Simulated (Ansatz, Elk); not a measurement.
## CsY3: X-ray structure factors from the self-consistent density

Structure refinements treat a crystal as free atoms side by side. For a made-up structure of CsY3 (cell and positions from a PBEsol relaxation) the runs below show what the calculated density changes in F(hkl).

Main program and level: Elk 11.2.3 (patched build); DFT, PBE, all-electron APW+lo, Dirac cores, scalar-relativistic bands, static density, no spin.

The structure was built from a prototype and need not be the compound's stable phase.

**1. Starting point**

It takes space group P6_3/mmc (No. 194, hexagonal). The conventional cell has a = 7.578 Å, b = 7.578 Å, c = 5.819 Å, α = 90.00°, β = 90.00°, γ = 120.00°. Cs has 12 Y at 3.74 to 3.79 Å nearest. Nearest to Y lie 6 Y at 3.52 to 3.55 Å and 4 Cs at 3.74 to 3.79 Å. Farther neighbours are not listed.

**2. Ground state and structure factors**

An all-electron density is needed, since X-rays see the cores too. Task 0 finds the density and task 195 Fourier-transforms it; tshift is off so that phases refer to the origin typed.

Contents of elk.in:

```
tasks
  0
  195

xctype
  20

spinpol
  .false.

rgkmax
  7.0

gmaxvr
  14.0

lmaxo
  7

lmaxapw
  8

swidth
  0.002

tshift
  .false.

ramdisk
  .false.

hmaxvr
  5.5

maxscl
  120

epspot
  1e-06

sppath
  './'

avec
  14.32081699790 -0.00000000000 -0.00000000000
  -7.16040849895 12.40219132313 0.00000000000
  -0.00000000000 -0.00000000000 10.99637937649

atoms
  2
  'Cs.in'
  2
  0.3333333333 0.6666666667 0.7500000000   0.000000 0.000000 0.000000
  0.6666666667 0.3333333333 0.2500000000   0.000000 0.000000 0.000000
  'Y.in'
  6
  0.1546476643 0.3092953285 0.2500000000   0.000000 0.000000 0.000000
  0.1546476643 0.8453523357 0.2500000000   0.000000 0.000000 0.000000
  0.6907046715 0.8453523357 0.2500000000   0.000000 0.000000 0.000000
  0.8453523357 0.6907046715 0.7500000000   0.000000 0.000000 0.000000
  0.8453523357 0.1546476643 0.7500000000   0.000000 0.000000 0.000000
  0.3092953285 0.1546476643 0.7500000000   0.000000 0.000000 0.000000

ngridk
  4 4 4
```

The run is started by

```console
$ OMP_NUM_THREADS=4 elk
```

Numbers of over 12 decimals in the logs are rounded to 6 here.

Log:

```text
┌─────────────────────────┐
│ Elk code version 11.2.3 │
└─────────────────────────┘

All units are atomic (Hartree, Bohr, etc.)

┌─────────────────────────────────────────────────┐
│ Ground-state run starting from atomic densities │
└─────────────────────────────────────────────────┘

Lattice vectors :
   14.32081700      -0.000000000      -0.000000000
  -7.160408499       12.40219132       0.000000000
  -0.000000000      -0.000000000       10.99637938

Reciprocal lattice vectors :
  0.4387448920      0.2533094815       0.000000000
   0.000000000      0.5066189630       0.000000000
   0.000000000       0.000000000      0.5713867349

Unit cell volume      :    1953.061578
Brillouin zone volume :   0.1270058334

Muffin-tin inner radius fraction :   0.1000000000E-01

Nuclei treated as point charges

Species : 1 (Cs)
 parameters loaded from : Cs.in
 name : caesium
 nuclear charge    :   -55.00000000
 electronic charge :    55.00000000
 atomic mass :    242271.8146
 muffin-tin radius :    2.800000000
 number of radial points in muffin-tin :   1393
 inner part over the whole radius :   0.9975634425E-02
 number on inner part of muffin-tin    :    996
 approximate nuclear radius :   0.9115647269E-04
 number of mesh points to nuclear radius :    503
 atomic positions (lattice), magnetic fields (Cartesian) :
  1 :   0.33333333 -0.33333333 -0.25000000    0.00000000  0.00000000  0.00000000
  2 :  -0.33333333  0.33333333  0.25000000    0.00000000  0.00000000  0.00000000

Species : 2 (Y)
 parameters loaded from : Y.in
 name : yttrium
 nuclear charge    :   -39.00000000
 electronic charge :    39.00000000
 atomic mass :    162065.4503
 muffin-tin radius :    2.600000000
 number of radial points in muffin-tin :   1193
 inner part over the whole radius :   0.9871815862E-02
 number on inner part of muffin-tin    :    847
 approximate nuclear radius :   0.8135895711E-04
 number of mesh points to nuclear radius :    416
 atomic positions (lattice), magnetic fields (Cartesian) :
  1 :   0.15464766  0.30929533  0.25000000    0.00000000  0.00000000  0.00000000
  2 :   0.15464766 -0.15464766  0.25000000    0.00000000  0.00000000  0.00000000
  3 :  -0.30929533 -0.15464766  0.25000000    0.00000000  0.00000000  0.00000000
  4 :  -0.15464766 -0.30929533 -0.25000000    0.00000000  0.00000000  0.00000000
  5 :  -0.15464766  0.15464766 -0.25000000    0.00000000  0.00000000  0.00000000
  6 :   0.30929533  0.15464766 -0.25000000    0.00000000  0.00000000  0.00000000

Total number of atoms per unit cell :    8
Total muffin-tin volume :    625.6377050
 ratio of muffin-tin to unit cell volume :   0.3203369069

Spin treatment :
 spin-unpolarised

Number of Bravais lattice symmetries :   24
Number of crystal symmetries         :   24
Crystal has inversion symmetry
Real symmetric eigensolver will be used

k-point grid :      4     4     4
k-point offset :    0.000000000       0.000000000       0.000000000
k-point set is reduced with full crystal symmetry group
Total number of k-points :       12

Muffin-tin radius times maximum |G+k| :    7.000000000
 using average radius
Maximum |G+k| for APW functions       :    2.641509434
Maximum (1/2)|G+k|²                   :    3.488786045
Maximum |G| for potential and density :    14.00000000
Constant for pseudocharge density :   10
 order of it for each species :   17  17
 order of it for pair densities of each species (exact exchange by exxq0 0: 18) :   11   9
Radial integration step length :    1

G-vector grid sizes :     64    64    50
Number of G-vectors :    90445

Maximum angular momentum used for
 APW functions            :    8
 outer part of muffin-tin :    7
 inner part of muffin-tin :    2

Total nuclear charge    :   -344.0000000
Total core charge       :    240.0000000
Total valence charge    :    104.0000000
Total excess charge     :    0.000000000
Total electronic charge :    344.0000000

Effective Wigner radius, rₛ :    1.106682294

Number of empty states         :     32
Total number of valence states :     85
[...]
electron-nuclear            :     -80167.837403849
 Hartree                     :      11229.105324658
 Madelung                    :     -43512.036146201
 xc potential                :     -1371.8730683387
 exchange                    :     -1025.6742083953
 correlation                 :     -17.778446373435
 electron entropic           :    -0.34179740471036E-02
 total energy                :     -35896.844464539

Density of states at Fermi energy :    226.4421099
 (states/Hartree/unit cell)

Estimated indirect band gap :   0.3587295286E-02
 from k-point 5 to k-point 5
Estimated direct band gap   :   0.3587295286E-02
 at k-point 5

Charges :
 core                        :    240.0000000
 valence                     :    104.0000000
 interstitial                :    17.57898338
 muffin-tins (core leakage)
  species : 1 (Cs)
[...]
species : 2 (Y)
[...]
total in muffin-tins        :    326.4210166
 total calculated charge     :    343.9998811
 total charge                :    344.0000000
 error                       :   0.1188575232E-03

RMS change in Kohn-Sham potential (target) :   0.1155715209     (  0.1000000000E-05)
Absolute change in total energy (target)   :   0.2024620745     (  0.1000000000E-03)

[... loops 3 to 15 left out ...]

┌──────────────────┐
│ Loop number : 16 │
└──────────────────┘

Energies :
 Fermi                       :     0.220977
 sum of occupied eigenvalues :     -21575.854799215
 electron kinetic            :      37547.414010691
 core electron kinetic       :      36728.739000050
 Coulomb                     :     -72398.350069306
 Coulomb potential           :     -57762.422372373
 nuclear-nuclear             :     -3457.5245927920
 electron-nuclear            :     -80178.136929804
 Hartree                     :      11237.311453290
 Madelung                    :     -43517.138883119
 xc potential                :     -1360.8464375331
 exchange                    :     -1025.9295158841
 correlation                 :     -17.780702426056
 electron entropic           :    -0.42792340297435E-02
 total energy                :     -35894.650556159

Density of states at Fermi energy :    311.8789580
 (states/Hartree/unit cell)

Estimated indirect band gap :   0.4272030896E-03
 from k-point 7 to k-point 7
Estimated direct band gap   :   0.4272030896E-03
 at k-point 7

Charges :
 core                        :    240.0000000
 valence                     :    104.0000000
 interstitial                :    17.22449985
 muffin-tins (core leakage)
  species : 1 (Cs)
[...]
species : 2 (Y)
[...]
total in muffin-tins        :    326.7755001
 total calculated charge     :    343.9998993
 total charge                :    344.0000000
 error                       :   0.1007053738E-03

RMS change in Kohn-Sham potential (target) :   0.3351296799E-07 (  0.1000000000E-05)
Absolute change in total energy (target)   :   0.4503766831E-04 (  0.1000000000E-03)

Convergence targets achieved

┌──────────────────┐
│ Loop number : 17 │
└──────────────────┘

Energies :
 Fermi                       :     0.220977
 sum of occupied eigenvalues :     -21575.854793668
 electron kinetic            :      37547.414018127
 core electron kinetic       :      36728.739007068
 Coulomb                     :     -72398.350072607
 Coulomb potential           :     -57762.422374693
 nuclear-nuclear             :     -3457.5245927920
 electron-nuclear            :     -80178.136933254
 Hartree                     :      11237.311453439
 Madelung                    :     -43517.138885261
 xc potential                :     -1360.8464371015
 exchange                    :     -1025.9295159468
 correlation                 :     -17.780702411529
 electron entropic           :    -0.42792341986266E-02
 total energy                :     -35894.650552073

Density of states at Fermi energy :    311.8789681
 (states/Hartree/unit cell)

Estimated indirect band gap :   0.4271969770E-03
 from k-point 7 to k-point 7
Estimated direct band gap   :   0.4271969770E-03
 at k-point 7

Charges :
 core                        :    240.0000000
 valence                     :    104.0000000
 interstitial                :    17.22449955
 muffin-tins (core leakage)
  species : 1 (Cs)
[...]
species : 2 (Y)
[...]
atom 4                    :    36.76175586     (  0.8582406171E-05)
   atom 5                    :    36.76175586     (  0.8582406171E-05)
   atom 6                    :    36.76175586     (  0.8582406171E-05)
 total in muffin-tins        :    326.7755005
 total calculated charge     :    343.9998993
 total charge                :    344.0000000
 error                       :   0.1007053673E-03

┌──────────────────────────────┐
│ Self-consistent loop stopped │
└──────────────────────────────┘

Wrote STATE.OUT
```

It took 42 s on 4 threads of AMD EPYC 9B45 (Zen 5), shared host; peak memory 0.47 GiB.

SFACRHO.OUT:

```text

h k l indices transformed by vhmat matrix:
   1.000000000       0.000000000       0.000000000    
   0.000000000       1.000000000       0.000000000    
   0.000000000       0.000000000       1.000000000    

      h      k      l  multipl.   |H|            Re(F)            Im(F)           |F|

      0      0      0      1   0.0000000       344.00000     -0.20589696E-15   344.00000    
      1     -1      0      6  0.50661896       4.1315940      0.13552087E-13   4.1315940    
      0      0      1      2  0.57138673      0.86254923E-13  0.13552087E-13  0.87313062E-13
      0      1     -1      6  0.76363969       36.037706      0.30492196E-13   36.037706    
      0      1      1      6  0.76363969      -36.037706     -0.23716152E-13   36.037706    
     -1      2      0      6  0.87748978       32.954080     -0.95571705E-13   32.954080    
     -2      2      0      6   1.0132379      -142.88608     -0.24393757E-12   142.88608    
      1      1     -1     12   1.0471252      0.34727223E-13  0.10164065E-13  0.36184088E-13
      0      0      2      2   1.1427735      -282.15602     -0.23544679E-15   282.15602    
     -2      2      1      6   1.1632428      -239.84990     -0.41842069E-12   239.84990    
     -2      0      1      6   1.1632428       239.84990      0.19650526E-12   239.84990    
      0      1      2      6   1.2500376      -2.6266069      -0.0000000       2.6266069    
      1     -1     -2      6   1.2500376      -2.6266069     -0.67760435E-14   2.6266069    
      3     -2      0     12   1.3403878      -45.390572     -0.20328131E-13   45.390572    
      1     -2     -2     12   1.4408052      -28.908223     -0.79845396E-13   28.908223    
     -1      3     -1     12   1.4570938       6.1775011     -0.91476588E-13   6.1775011    
      1      2      1     12   1.4570938      -6.1775011      0.33880218E-14   6.1775011    
     -3      0      0      6   1.5198569       22.300978     -0.18972922E-12   22.300978
```

Elk indexes on the primitive cell of elk.in and gives |H| = 4π sin θ/λ in inverse bohr. Below, one row stands for each form hkl of the conventional cell (m members, Friedel mates merged), F is for one primitive cell and the density is static (no thermal factor). Free-atom factors are Waasmaier and Kirfel's, and R is Σm||F|−|F'||/Σm|F|.

```
hkl   m  sin θ/λ (Å⁻¹)  abs F, DFT  neutral atoms   diff.
100   6          0.076       4.132          3.846  +0.286
001   2          0.086       0.000          0.000  +0.000
101  12          0.115      36.038         36.144  -0.106
110   6          0.132      32.954         32.988  -0.034
200   6          0.152     142.886        143.035  -0.149
111  12          0.158       0.000          0.000  +0.000
002   2          0.172     282.156        282.921  -0.765
201  12          0.175     239.850        240.303  -0.453
102  12          0.188       2.627          2.916  -0.290
210  12          0.202      45.391         45.351  +0.040
112  12          0.217      28.908         28.796  +0.113
211  24          0.219       6.178          6.030  +0.148
300   6          0.229      22.301         22.301  +0.000
202  12          0.230     127.928        127.878  +0.050
```

**3. The highest occupied states alone**

An energy window below the Fermi level keeps the highest occupied states, to see at which angles they scatter; shallow core shells can lie inside it and anion s states outside. No new self-consistency is needed.

Edit elk.in of step 2 so:

```diff
@@ -1,3 +1,2 @@
 tasks
-  0
   195
@@ -40,2 +39,5 @@
 
+wsfac
+  -0.220010 0.520980
+
 sppath
```

The run is started by

```console
$ OMP_NUM_THREADS=4 elk
```

Log:

```text
┌─────────────────────────────────┐
│ Elk code version 11.2.3 started │
└─────────────────────────────────┘

Info(readinput): the functional depends on the density's gradient
 muffin-tin radial points multiplied by    2.00000
 (not where nrmtscf is given)

┌────────────────────┐
│ Current task : 195 │
└────────────────────┘

Info(sfacrho): density structure factors written to SFACRHO.OUT

 Energy window :  -0.2200100000      0.5209800000

┌──────────────────┐
│ Elk code stopped │
└──────────────────┘
```

It took 19 s on 4 threads; peak memory 0.29 GiB; 21 s of CPU time.

States within 12 eV below the Fermi level hold 32.00 electrons; any levels below the window count with the cores. Their amplitudes can exceed the total, where window and core parts have opposite phase:

```
hkl  sin θ/λ (Å⁻¹)  abs F, window  abs F, all
100          0.076          2.236       4.132
001          0.086          0.000       0.000
101          0.115          5.147      36.038
110          0.132          5.252      32.954
200          0.152          3.068     142.886
111          0.158          0.000       0.000
002          0.172          4.019     282.156
201          0.175          3.463     239.850
102          0.188          1.580       2.627
210          0.202          1.248      45.391
```

**4. Another functional**

The difference from free atoms is small, so it is set against the change that LDA (Perdew-Wang) makes.

Edit elk.in of step 3 so:

```diff
@@ -1,2 +1,3 @@
 tasks
+  0
   195
@@ -4,3 +5,3 @@
 xctype
-  20
+  3
 
@@ -39,5 +40,2 @@
 
-wsfac
-  -0.220010 0.520980
-
 sppath
```

The run is started by

```console
$ OMP_NUM_THREADS=4 elk
```

Log:

```text
┌─────────────────────────┐
│ Elk code version 11.2.3 │
└─────────────────────────┘

All units are atomic (Hartree, Bohr, etc.)

┌─────────────────────────────────────────────────┐
│ Ground-state run starting from atomic densities │
└─────────────────────────────────────────────────┘

Lattice vectors :
   14.32081700      -0.000000000      -0.000000000
  -7.160408499       12.40219132       0.000000000
  -0.000000000      -0.000000000       10.99637938

Reciprocal lattice vectors :
  0.4387448920      0.2533094815       0.000000000
[...]
valence                     :    104.0000000
 interstitial                :    17.16542203
 muffin-tins (core leakage)
  species : 1 (Cs)
[...]
species : 2 (Y)
[...]
atom 5                    :    36.77309693     (  0.3778139853E-05)
   atom 6                    :    36.77309693     (  0.3778139853E-05)
 total in muffin-tins        :    326.8345780
 total calculated charge     :    343.9999359
 total charge                :    344.0000000
 error                       :   0.6413118115E-04

┌──────────────────────────────┐
│ Self-consistent loop stopped │
└──────────────────────────────┘

Wrote STATE.OUT
[key lines of the parts left out:]
total energy                :     -35859.766252778
```

Elapsed: 26 s, on 4 threads; peak memory 0.35 GiB; 57 s of CPU time.

Against the first run R = 0.03 %; the largest change is -0.057 at 220.

**5. Basis size**

A smaller basis shows how fast F responds to it; the change is likely larger than the basis error of the first run, but doesn't show convergence.

Edit elk.in of step 4 so:

```diff
@@ -5,3 +5,3 @@
 xctype
-  3
+  20
 
@@ -11,3 +11,3 @@
 rgkmax
-  7.0
+  5.5
```

The run is started by

```console
$ OMP_NUM_THREADS=4 elk
```

Log:

```text
┌─────────────────────────┐
│ Elk code version 11.2.3 │
└─────────────────────────┘

All units are atomic (Hartree, Bohr, etc.)

┌─────────────────────────────────────────────────┐
│ Ground-state run starting from atomic densities │
└─────────────────────────────────────────────────┘

Lattice vectors :
   14.32081700      -0.000000000      -0.000000000
  -7.160408499       12.40219132       0.000000000
  -0.000000000      -0.000000000       10.99637938

Reciprocal lattice vectors :
  0.4387448920      0.2533094815       0.000000000
[...]
valence                     :    104.0000000
 interstitial                :    17.68658289
 muffin-tins (core leakage)
  species : 1 (Cs)
[...]
species : 2 (Y)
[...]
atom 5                    :    36.69717729     (  0.8552623274E-05)
   atom 6                    :    36.69717729     (  0.8552623274E-05)
 total in muffin-tins        :    326.3134171
 total calculated charge     :    343.9996531
 total charge                :    344.0000000
 error                       :   0.3468709118E-03

┌──────────────────────────────┐
│ Self-consistent loop stopped │
└──────────────────────────────┘

Wrote STATE.OUT
[key lines of the parts left out:]
total energy                :     -35894.420282395
```

Wall time 38 s (4 threads); peak memory 0.43 GiB.

Against the first run R = 0.03 %; the largest change is -0.179 at 002.

**6. Settings against the effect**

```
              run  R against the first run (%)  R against neutral atoms, low angle (%)  wall time
    PBE, rgkmax 7                         0.00                                    0.22       42 s
LDA (Perdew-Wang)                         0.03                                    0.20       26 s
       rgkmax 5.5                         0.03                                    0.24       38 s
```

**7. Outcome**

| Item | Value |
| --- | --- |
| R against neutral atoms, sin θ/λ < 0.3 Å⁻¹ | 0.22 % |
| R against neutral atoms, 0.3 to 0.62 Å⁻¹ | 0.14 % |

In words: Independent neutral atoms miss the calculated amplitudes by R = 0.22 % below 0.3 Å⁻¹ and 0.14 % from there to 0.62 Å⁻¹; by shells, 0.49 % below 0.15 Å⁻¹ (3 forms), 0.20 % 0.15 to 0.3 (17 forms), 0.08 % 0.3 to 0.45 (36 forms), 0.16 % above 0.45 (77 forms). Bonding, aspherical density and the tables' own atoms all enter these figures, and the runs don't part them. The largest change of an amplitude is -0.76 electrons, at 002. The window's part falls from 32.0 electrons at the origin to at most 0.32 between 0.45 and 0.62 Å⁻¹. The window holds more than the 20 outer electrons of the free atoms, so shallow core shells lie inside it. Below 0.3 Å⁻¹ the changes that finished (LDA (Perdew-Wang) and rgkmax 5.5) move F by R = 0.05 % at most, against the 0.22 % that separates it from free atoms. The k-mesh has no finished test. Part of the difference isn't bonding: the tables are fits to free atoms and ions calculated by other methods than this functional. Thermal motion, anomalous dispersion and extinction are left out.

[Logs are printed without paths, hosts, clocks, repeated set-up lines and the standing remarks that a program may print on its own settings, such as how far it seeks lower states.]

[Hosts, paths, dates, database ids (printed as entryN), source tags and the programs' standing remarks are cut or masked in the printed files.]
